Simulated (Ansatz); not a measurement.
# How the smearing shapes the phonons of GaIr (Pm-3m)

Wanted: frequencies of GaIr (Pm-3m) solved wavevector by wavevector at several smearings.

Calculated with Ansatz 0.2.0; DFT PBEsol, scalar-relativistic, plane waves, PAW.

### 1. Starting point

The structure is cubic, space group Pm-3m (No. 221). Conventional cell: a = 3.004 Å, b = 3.004 Å, c = 3.004 Å, α = 90.00°, β = 90.00°, γ = 90.00°. Nearest to Ga lie 8 Ir at 2.60 Å. Nearest to Ir lie 8 Ga at 2.60 Å. Farther neighbours are not listed.

### 2. Relaxation

The structure is brought to rest under this functional.

The input, input.yaml:

```yaml
crystal:
  lattice:
    - [3.004, 0.0, 0.0]
    - [0.0, 3.004, 0.0]
    - [0.0, 0.0, 3.004]
  atoms:
    - { symbol: Ga, position: [0.0, 0.0, 0.0] }
    - { symbol: Ir, position: [0.5, 0.5, 0.5] }
kpoints:
  mp_grid: { grid: [10, 10, 10] }
hamiltonian:
  xc: pbesol
scf:
  occupations: { method: gaussian, width: 0.1 }
output:
  forces: true
  stress: true
  eigenvalues: true
relax:
  adjacent_minimum: "off"
  f_tol: 0.005
  max_steps: 80
  cell: { stress_tol: 0.05 }
```

The run is started by

```
$ ansatz run input.yaml --threads 4 --pin off --max-ram 8192MiB --backend cpu --events-out ev --progress --plain --runs-dir out
```

Numbers of over 12 decimals in the logs are rounded to 6 here.

What it wrote:

```text
[the first part of the log is left out]
  E_xc         = -336.435003
  E_vxc        = -359.778844  (∫ρ·V_xc dr)
  E_paw        = -11040.889382  (= ΣΔE_a)
  E_vpaw       = -650.079474  (= ΣTr[D̂ρ^β])
  E_aug_tail   = -0.000070  (compensation charges beyond the density's cutoff)
  E_ewald      = -3944.158166
  E_core_change = 1.128263  (= ΣΔE_core)
  E_smearing   = -0.003515  (= −TS)
  E_closure    = 0.000000  (closes the sum)
  Σ components = -15543.036890   (vs F -15543.036890, Δ=0.00e0)
--- Forces (eV/Å), atoms counted from 1 ---
  atom   1  Ga    -0.00000000    -0.00000000    -0.00000000
  atom   2  Ir     0.00000000    -0.00000000     0.00000000
  max |Σ_I F_I| component: 9.33e-30 eV/Å
--- Stress (GPa, compression-positive) ---
       -0.006884       0.000000      -0.000000
        0.000000      -0.006884      -0.000000
       -0.000000      -0.000000      -0.006884
  P = ⅓ Tr σ = -0.0069 GPa (-0.069 kbar)
--- Band table (eV; the first three rows and the last of 56) ---
  k-point 0: bands = ["-71.9607", "-28.8056", "-28.8056", "-28.8056", "5.0003", "5.0003", "5.2562", "5.2562", "5.2562", "7.6678", "15.3958", "15.3958", "19.1167", "19.1167", "19.1167", "24.3363", "24.3363", "24.3363", "29.8114"]
  k-point 1: bands = ["-71.9602", "-28.8196", "-28.8045", "-28.8045", "5.0067", "5.0237", "5.2515", "5.2515", "5.2592", "7.8681", "15.4253", "15.4440", "18.8038", "18.8038", "19.1212", "23.3198", "24.8460", "24.8460", "30.5338"]
  k-point 2: bands = ["-71.9590", "-28.8560", "-28.8016", "-28.8016", "5.0234", "5.0842", "5.2391", "5.2391", "5.2669", "8.4574", "15.4295", "15.5048", "18.1475", "18.1475", "19.1332", "21.6802", "26.0979", "26.0979", "31.1640"]
  k-point 55: bands = ["-71.9461", "-28.9197", "-28.9197", "-28.9197", "5.1061", "5.1061", "5.1061", "5.4146", "5.4146", "13.8859", "13.8859", "13.8859", "18.8444", "20.4876", "20.4876", "24.0143", "24.0143", "24.0143", "26.8360"]
--- Relaxed structure (4 steps of the walk, 4 accepted, 1 SCFs on fresh bases) ---
  F+E_penalty+E_count = -15543.03688957 eV   max|allowed force component| = 4.799e-30 eV/Å   (the final SCF, on the basis selected at the relaxed cell)
  cell:  # Å, volume = 27.5207 Å³
    - [3.019164, 0, 0]
    - [0, 3.019164, 0.0]
    - [0, 0.0, 3.019164]
  atoms:
    - { symbol: Ga, position: [0, 0, 0] }
    - { symbol: Ir, position: [0.5, 0.5, 0.5] }
```

Elapsed: 3.2 s, on 4 threads of Arm Neoverse V1, shared host; peak memory 0.34 GiB; 11 s of CPU time.

Relaxation path:

```tsv
step	energy less that of the first step (eV)	largest force component (eV/Å)	pressure (GPa)	volume (Å³)
1	0.0000	0.0000	3.83	27.11
2	-0.0029	0.0000	-2.09	27.76
3	-0.0046	0.0000	-0.06	27.53
4	-0.0046	0.0000	0.00	27.52
5	-0.0049	0.0000	-0.01	27.52
```

The log counts 1 steps on a newly chosen plane-wave basis, not all of them marked here; energy and pressure can jump at such steps.

```tsv
conventional cell, symmetrised	before	after	change
a (Å)	3.004	3.019	+0.5 %
b (Å)	3.004	3.019	+0.5 %
c (Å)	3.004	3.019	+0.5 %
volume (Å³/atom)	13.55	13.76	+1.5 %
```

The relaxed structure:

```cif
data_structure
_symmetry_space_group_name_H-M 'P 1'
_symmetry_Int_Tables_number 1
_cell_length_a 3.0192
_cell_length_b 3.0192
_cell_length_c 3.0192
_cell_angle_alpha 90.000
_cell_angle_beta 90.000
_cell_angle_gamma 90.000
_cell_volume 27.52
loop_
_atom_site_label
_atom_site_type_symbol
_atom_site_fract_x
_atom_site_fract_y
_atom_site_fract_z
_atom_site_occupancy
Ga1 Ga 0.00000 0.00000 0.00000 1
Ir2 Ir 0.50000 0.50000 0.50000 1
```

Numbers from this step:

- pressure: -0.006884 GPa
- volume per atom: 13.76 Å³
- metallic on mesh: yes
- gap on the k-mesh: 0 eV

The largest force is now zero by symmetry and the largest stress component 0.0069 GPa, small enough for phonons.

### 3. Wavevectors along a line: Fermi–Dirac smearing of 0.1 eV

The smearing blurs the Fermi surface that screens the phonons; a Fermi–Dirac width is an electronic temperature.

The input, input.yaml:

```yaml
crystal:
  lattice:
    - [3.0191639177, 0.0, 0.0]
    - [0.0, 3.0191639177, 0.0]
    - [0.0, 0.0, 3.0191639177]
  atoms:
    - { symbol: Ga, position: [0.0, 0.0, 0.0] }
    - { symbol: Ir, position: [0.5, 0.5, 0.5] }
kpoints:
  mp_grid: { grid: [16, 16, 16] }
hamiltonian:
  xc: pbesol
scf:
  occupations: { method: fermi_dirac, width: 0.1 }
output:
  eigenvalues: true
phonons:
  method: dfpt
  qpoints:
    - [0, 0, 0]
    - [0.0, 0.0625, 0.0]
    - [0.0, 0.1875, 0.0]
    - [0.0, 0.3125, 0.0]
    - [0.0, 0.4375, 0.0]
```

What it wrote:

```text
[...]
Crystal: 2 atoms, lattice volume = 27.521 Å³
Basis set: ecut = 420 eV, 515 PW (Γ), exchange–correlation on 48×48×48 points (8 copies of the dense FFT grid, shifted against one another)
Bands: 19, of which v1, the nominal top of the filled ones, is band 15 counted from 1 (14 counted from 0)
Symmetry: 48 space group operations
k-points: 165 of 4096
[...]
SCF iter   1: F=—  HF=-15543.049430 eV  |F-HF|=—  |Δ(HF+E_count)|=         —  Δρ=7.98e-3  dr2=1.49e-2  ethr=1.77e-3  ⟨swp⟩=4.6  Hψ=12757  notcnv=0
[...]
SCF iter   7: F=-15543.046104 eV  HF=-15543.046104 eV  |F-HF|=9.09e-12  |Δ(HF+E_count)|=  5.80e-10  Δρ=3.05e-7  dr2=6.58e-12  ethr=1.00e-12  ⟨swp⟩=4.4  Hψ=16656  notcnv=0
SCF 1 converged in 7 iterations: F = -15543.046104 eV  dr2 = 6.58e-12
[...]
NSCF: frozen V_eff on 165 k-points
[...]
DFPT response loops at q = (0, 0, 0) (fractional): preconditioner auto → Kerker (q_TF=auto, 2.768 Å⁻¹) (partly filled bands, converged f_vac=0.000); β = 1.00, the filter's whole step (`scf.mixing.beta` (0.50) is not read by the response loops under this deck's `scf.mixing.preconditioner`; to damp them name `kerker` or `kerker_dos`, under which they read `scf.mixing.beta`, and type it under 1.00, their step now; both keys bind the ground state too); Broyden in place of MSR1
[...]
SCF converged after 7 iterations
Free energy (F): -15543.046104 eV
[...]
Internal energy: -15543.022910 eV  (E = F + TS)
E sigma→0 (E₀):  -15543.034507 eV
Entropy (-TS):   -0.023194 eV (-11.597 meV/atom)
Fermi energy:    20.556693 eV
[...]
--- Band table (eV; the first three rows and the last of 165) ---
  k-point 0: bands = [... 11 lower, 15.4006, 19.1222, 19.1222, 19.1222, 24.3358, 24.3358, 24.3358, 29.8123]
  k-point 1: bands = [... 11 lower, 15.4223, 18.9916, 18.9916, 19.1241, 23.8846, 24.5433, 24.5433, 30.1653]
  k-point 2: bands = [... 11 lower, 15.4645, 18.6592, 18.6592, 19.1292, 22.8972, 25.1067, 25.1067, 30.7540]
  k-point 164: bands = [... 11 lower, 13.8881, 18.8430, 20.4950, 20.4950, 24.0152, 24.0152, 24.0152, 26.8385]
--- Phonons (Γ-DFPT): 2 representative perturbations + reference (Σ response iterations 6) ---
  ASR residual: 2.723e-4 → 0.000e0 eV/Å²; symmetrization residual: 7.270e-6 eV/Å²
  ASR residual per site (eV/Å²): 1.19e-4 2.72e-4
  Γ frequencies (cm⁻¹): 0.00 0.00 0.00 179.08 179.08 179.08
  non-analytic LO–TO correction: not included (Born effective charges unavailable; polar crystals: no LO–TO splitting at Γ)
--- Phonons (arbitrary-q DFPT): 5 explicit q-points ---
  q = [0, 0, 0] (of the zone-centre solve; hermiticity 2.41e-6, symmetrization 2.42e-12): -0.00 -0.00 0.00 179.08 179.08 179.08
  q = [0, 0.0625, 0] (4 solved perturbations in 4032 linear systems a pass and spin channel, the states on 1296 of 4096 k-point pairs; hermiticity 1.30e-6, symmetrization 3.98e-11): 14.78 14.78 28.91 178.86 178.86 182.98
[...]
sum rule: each row above includes the acoustic sum rule's correction from the zone centre's row sums; it moved no ω² by more than (0.68 cm⁻¹)²
```

Run time: 4 min. Hardware: 4 threads; peak memory 2 GiB.

Each wavevector solved by linear response. The frequency by |q| along the line:

```tsv
|q| along the line (Å⁻¹)	mode 1 = mode 2 (cm⁻¹)	mode 3 (cm⁻¹)	mode 4 = mode 5 (cm⁻¹)	mode 6 (cm⁻¹)
0.000	0	0	179	179
0.130	14.8	28.9	179	183
0.390	43.3	84.0	177	211
0.650	67.5	128	173	239
0.910	81.1	155	171	254
```

### 4. Wavevectors along a line: Fermi–Dirac smearing of 0.25 eV

The smearing blurs the Fermi surface that screens the phonons; a Fermi–Dirac width is an electronic temperature.

input.yaml, as its differences from that of step 3:

```diff
@@ -13,3 +13,3 @@
 scf:
-  occupations: { method: fermi_dirac, width: 0.1 }
+  occupations: { method: fermi_dirac, width: 0.25 }
 output:
```

Wider smearing eases the sum over k-points of a metal but moves the result away from its zero-temperature value.

What it wrote:

```text
band count auto-derived: 20 (N_el = 30.0; filled up to band 15; 19 by the electrons, moments and atoms)
[...]
Crystal: 2 atoms, lattice volume = 27.521 Å³
Basis set: ecut = 420 eV, 515 PW (Γ), exchange–correlation on 48×48×48 points (8 copies of the dense FFT grid, shifted against one another)
Bands: 20, of which v1, the nominal top of the filled ones, is band 15 counted from 1 (14 counted from 0)
[... 1 set-up line as in the run before ...]
k-points: 165 of 4096
[...]
SCF iter   1: F=—  HF=-15543.109144 eV  |F-HF|=—  |Δ(HF+E_count)|=         —  Δρ=7.25e-3  dr2=1.21e-2  ethr=1.77e-3  ⟨swp⟩=4.3  Hψ=13225  notcnv=0
[...]
SCF iter   7: F=-15543.106382 eV  HF=-15543.106382 eV  |F-HF|=5.46e-12  |Δ(HF+E_count)|=  4.55e-10  Δρ=2.85e-7  dr2=5.48e-12  ethr=1.00e-12  ⟨swp⟩=4.4  Hψ=17232  notcnv=0
SCF 1 converged in 7 iterations: F = -15543.106382 eV  dr2 = 5.48e-12
[...]
SCF converged after 7 iterations
Free energy (F): -15543.106382 eV
[...]
Internal energy: -15542.962417 eV  (E = F + TS)
E sigma→0 (E₀):  -15543.034399 eV
Entropy (-TS):   -0.143964 eV (-71.982 meV/atom)
Fermi energy:    20.407837 eV
[...]
--- Band table (eV; the first three rows and the last of 165) ---
  k-point 0: bands = [... 11 lower, 15.4058, 19.1277, 19.1277, 19.1277, 24.3347, 24.3347, 24.3347, 29.8126, ... 1 higher]
  k-point 1: bands = [... 11 lower, 15.4274, 18.9969, 18.9969, 19.1296, 23.8838, 24.5423, 24.5423, 30.1656, ... 1 higher]
  k-point 2: bands = [... 11 lower, 15.4694, 18.6642, 18.6642, 19.1348, 22.8970, 25.1060, 25.1060, 30.7544, ... 1 higher]
  k-point 164: bands = [... 11 lower, 13.8901, 18.8403, 20.5032, 20.5032, 24.0161, 24.0161, 24.0161, 26.8410, ... 1 higher]
[...]
ASR residual: 7.132e-4 → 0.000e0 eV/Å²; symmetrization residual: 5.523e-6 eV/Å²
  ASR residual per site (eV/Å²): 1.60e-4 7.13e-4
  Γ frequencies (cm⁻¹): 0.00 0.00 0.00 180.16 180.16 180.16
[...]
--- Phonons (arbitrary-q DFPT): 5 explicit q-points ---
[...]
```

Elapsed: 4.1 min, on 4 threads; peak memory 2 GiB.

Each wavevector solved by linear response. The frequency by |q| along the line:

```tsv
|q| along the line (Å⁻¹)	mode 1 = mode 2 (cm⁻¹)	mode 3 (cm⁻¹)	mode 4 = mode 5 (cm⁻¹)	mode 6 (cm⁻¹)
0.000	0	0	180	180
0.130	15.2	28.9	180	184
0.390	43.0	81.9	177	208
0.650	65.7	126	174	237
0.910	78.2	151	171	253
```

Against step 3 (now smearing width 0.25 eV), the free energy moves by -30.1 meV an atom.

### 5. Phonons along a line: Fermi–Dirac smearing of 0.04 eV

Each wavevector is solved by itself, so no interpolation smooths a dip of the branch.

input.yaml, as its differences from that of step 4:

```diff
@@ -13,3 +13,3 @@
 scf:
-  occupations: { method: fermi_dirac, width: 0.25 }
+  occupations: { method: fermi_dirac, width: 0.04 }
 output:
```

Narrower smearing comes nearer the zero-temperature value but asks more of the mesh.

What it wrote:

```text
[...]
Crystal: 2 atoms, lattice volume = 27.521 Å³
Basis set: ecut = 420 eV, 515 PW (Γ), exchange–correlation on 48×48×48 points (8 copies of the dense FFT grid, shifted against one another)
Bands: 19, of which v1, the nominal top of the filled ones, is band 15 counted from 1 (14 counted from 0)
[... 1 set-up line as in the run before ...]
k-points: 165 of 4096
[...]
SCF iter   1: F=—  HF=-15543.039990 eV  |F-HF|=—  |Δ(HF+E_count)|=         —  Δρ=8.20e-3  dr2=1.57e-2  ethr=1.77e-3  ⟨swp⟩=5.0  Hψ=13138  notcnv=0
[...]
SCF iter   8: F=-15543.036545 eV  HF=-15543.036545 eV  |F-HF|=0.00e0  |Δ(HF+E_count)|=  3.64e-12  Δρ=3.83e-8  dr2=1.53e-13  ethr=1.00e-12  ⟨swp⟩=4.8  Hψ=11404  notcnv=0
SCF 1 converged in 8 iterations: F = -15543.036545 eV  dr2 = 1.53e-13
[...]
SCF converged after 8 iterations
Free energy (F): -15543.036545 eV
[...]
Internal energy: -15543.033221 eV  (E = F + TS)
E sigma→0 (E₀):  -15543.034883 eV
Entropy (-TS):   -0.003324 eV (-1.662 meV/atom)
Fermi energy:    20.621810 eV
[...]
--- Band table (eV; the first three rows and the last of 165) ---
  k-point 0: bands = [... 11 lower, 15.4000, 19.1217, 19.1217, 19.1217, 24.3366, 24.3366, 24.3366, 29.8131]
  k-point 1: bands = [... 11 lower, 15.4216, 18.9910, 18.9910, 19.1235, 23.8854, 24.5440, 24.5440, 30.1661]
  k-point 2: bands = [... 11 lower, 15.4639, 18.6588, 18.6588, 19.1287, 22.8978, 25.1074, 25.1074, 30.7548]
  k-point 164: bands = [... 11 lower, 13.8881, 18.8448, 20.4942, 20.4942, 24.0150, 24.0150, 24.0150, 26.8380]
[...]
ASR residual: 4.872e-4 → 0.000e0 eV/Å²; symmetrization residual: 8.672e-6 eV/Å²
  ASR residual per site (eV/Å²): 6.27e-6 4.87e-4
  Γ frequencies (cm⁻¹): 0.00 0.00 0.00 178.65 178.65 178.65
[...]
--- Phonons (arbitrary-q DFPT): 5 explicit q-points ---
[...]
```

The job ended after 4 min (4 threads; peak memory 1.9 GiB).

Each wavevector solved by linear response. Frequency against |q| along the line:

```tsv
|q| along the line (Å⁻¹)	mode 1 = mode 2 (cm⁻¹)	mode 3 (cm⁻¹)	mode 4 = mode 5 (cm⁻¹)	mode 6 (cm⁻¹)
0.000	0	0	179	179
0.130	14.8	30.6	179	184
0.390	43.2	87.9	177	213
0.650	68.8	130	173	241
0.910	82.2	156	171	255
```

Against step 3 (now smearing width 0.04 eV), the free energy moves by +4.8 meV an atom.

### 6. Wavevectors along a line: Methfessel–Paxton smearing of 0.2 eV

Each wavevector is solved by itself, so no interpolation smooths a dip of the branch.

input.yaml, as its differences from that of step 5:

```diff
@@ -13,3 +13,3 @@
 scf:
-  occupations: { method: fermi_dirac, width: 0.04 }
+  occupations: { method: methfessel_paxton, width: 0.2 }
 output:
```

What it wrote:

```text
[...]
Crystal: 2 atoms, lattice volume = 27.521 Å³
Basis set: ecut = 420 eV, 515 PW (Γ), exchange–correlation on 48×48×48 points (8 copies of the dense FFT grid, shifted against one another)
Bands: 19, of which v1, the nominal top of the filled ones, is band 15 counted from 1 (14 counted from 0)
[... 1 set-up line as in the run before ...]
k-points: 165 of 4096
[...]
SCF iter   1: F=—  HF=-15543.037220 eV  |F-HF|=—  |Δ(HF+E_count)|=         —  Δρ=8.38e-3  dr2=1.65e-2  ethr=1.77e-3  ⟨swp⟩=4.3  Hψ=12489  notcnv=0
[...]
SCF iter   8: F=-15543.033575 eV  HF=-15543.033575 eV  |F-HF|=1.82e-12  |Δ(HF+E_count)|=  3.64e-12  S|Δr|=    0.00e0  Δρ=4.82e-8  dr2=2.66e-13  ethr=1.00e-12  ⟨swp⟩=5.0  Hψ=13036  notcnv=0
SCF 1 converged in 8 iterations: F = -15543.033575 eV  dr2 = 2.66e-13
[...]
WARN: eigensolver did not converge in 2 slots of this pass, the one above among them; of largest residual over every band (k=82): 1 band(s) unlocked (lowest unlocked band 18, counted from 0; max residual 2.19e-6 eV among the unlocked bands, 2.19e-6 eV over every band); of lowest unlocked band (k=81): band 18
[...]
SCF converged after 8 iterations
Stability not checked: this state was not tested for a lower state beside it, because cold or Methfessel-Paxton smearing, or corrected tetrahedra, fill the levels in a way that the test cannot read (fill_not_monotonic; see scf.lower_state_search)
Free energy (F): -15543.033575 eV
[...]
Internal energy: -15543.036205 eV  (E = F + TS)
E sigma→0 (E₀):  -15543.034233 eV
Entropy (-TS):   0.002630 eV (1.315 meV/atom)
Fermi energy:    20.633762 eV
[...]
--- Band table (eV; the first three rows and the last of 165) ---
  k-point 0: bands = [... 11 lower, 15.3982, 19.1197, 19.1197, 19.1197, 24.3371, 24.3371, 24.3371, 29.8131]
  k-point 1: bands = [... 11 lower, 15.4199, 18.9891, 18.9891, 19.1215, 23.8858, 24.5445, 24.5445, 30.1662]
  k-point 2: bands = [... 11 lower, 15.4623, 18.6570, 18.6570, 19.1267, 22.8981, 25.1078, 25.1078, 30.7548]
  k-point 164: bands = [... 11 lower, 13.8874, 18.8461, 20.4916, 20.4916, 24.0147, 24.0147, 24.0147, 26.8370]
[...]
ASR residual: 2.247e-5 → 0.000e0 eV/Å²; symmetrization residual: 7.593e-6 eV/Å²
  ASR residual per site (eV/Å²): 3.09e-6 2.25e-5
  Γ frequencies (cm⁻¹): 0.00 0.00 0.00 178.62 178.62 178.62
[...]
--- Phonons (arbitrary-q DFPT): 5 explicit q-points ---
[...]
```

Elapsed: 4 min, on 4 threads; peak memory 2 GiB; 16 min of CPU time.

Each wavevector solved by linear response. Frequency against |q| along the line:

```tsv
|q| along the line (Å⁻¹)	mode 1 = mode 2 (cm⁻¹)	mode 3 (cm⁻¹)	mode 4 = mode 5 (cm⁻¹)	mode 6 (cm⁻¹)
0.000	0	0	179	179
0.130	14.6	28.4	179	183
0.390	43.4	84.4	177	210
0.650	69.0	128	173	238
0.910	81.9	156	171	253
```

Against step 3 (now occupations Methfessel-Paxton and smearing width 0.2 eV), the free energy moves by +6.3 meV an atom.

### 7. The lowest branch at each setting

The lowest frequency by |q| along the line:

```tsv
|q| along the line (Å⁻¹)	fermi dirac 0.1 eV, k 16x16x16 (cm⁻¹)	fermi dirac 0.25 eV, k 16x16x16 (cm⁻¹)	fermi dirac 0.04 eV, k 16x16x16 (cm⁻¹)	methfessel paxton 0.2 eV, k 16x16x16 (cm⁻¹)
0.000	0	0	0	0
0.130	14.8	15.2	14.8	14.6
0.390	43.3	43.0	43.2	43.4
0.650	67.5	65.7	68.8	69.0
0.910	81.1	78.2	82.2	81.9
```

### 8. What came out

```json
{
 "phonon run of the rows without a label of their own": "PBEsol, k 16×16×16",
 "lowest branch at the last solved point, Fermi–Dirac 0.1 eV": "81.1 cm⁻¹ at |q| = 0.910 Å⁻¹",
 "lowest branch at the last solved point, Fermi–Dirac 0.25 eV": "78.2 cm⁻¹ at |q| = 0.910 Å⁻¹",
 "lowest branch at the last solved point, Fermi–Dirac 0.04 eV": "82.2 cm⁻¹ at |q| = 0.910 Å⁻¹",
 "lowest branch at the last solved point, Methfessel–Paxton 0.2 eV": "81.9 cm⁻¹ at |q| = 0.910 Å⁻¹"
}
```

**Reading.** No branch softens by more than 4 % of the top frequency as the smearing narrows, so no anomaly that hangs on the smearing shows at these points. The line holds 5 wavevectors, so a narrow dip between them would be missed. Between Fermi–Dirac 0.25 eV and Fermi–Dirac 0.04 eV the largest change, with modes counted by rank of frequency, is in mode 3 at |q| = 0.390 Å⁻¹, from 81.9 to 87.9 cm⁻¹. Where branches cross, a count by rank can hide a softening. At the narrowest width the k mesh may not resolve the Fermi surface, so part of the change can be mesh noise. Spin–orbit coupling, left out here, matters for Ir.

[Logs are printed without paths, hosts, clocks, repeated set-up lines and the standing remarks that a program may print on its own settings, such as how far it seeks lower states.]

[Hosts, paths, dates, database ids (printed as entryN), source tags and the programs' standing remarks are cut or masked in the printed files.]
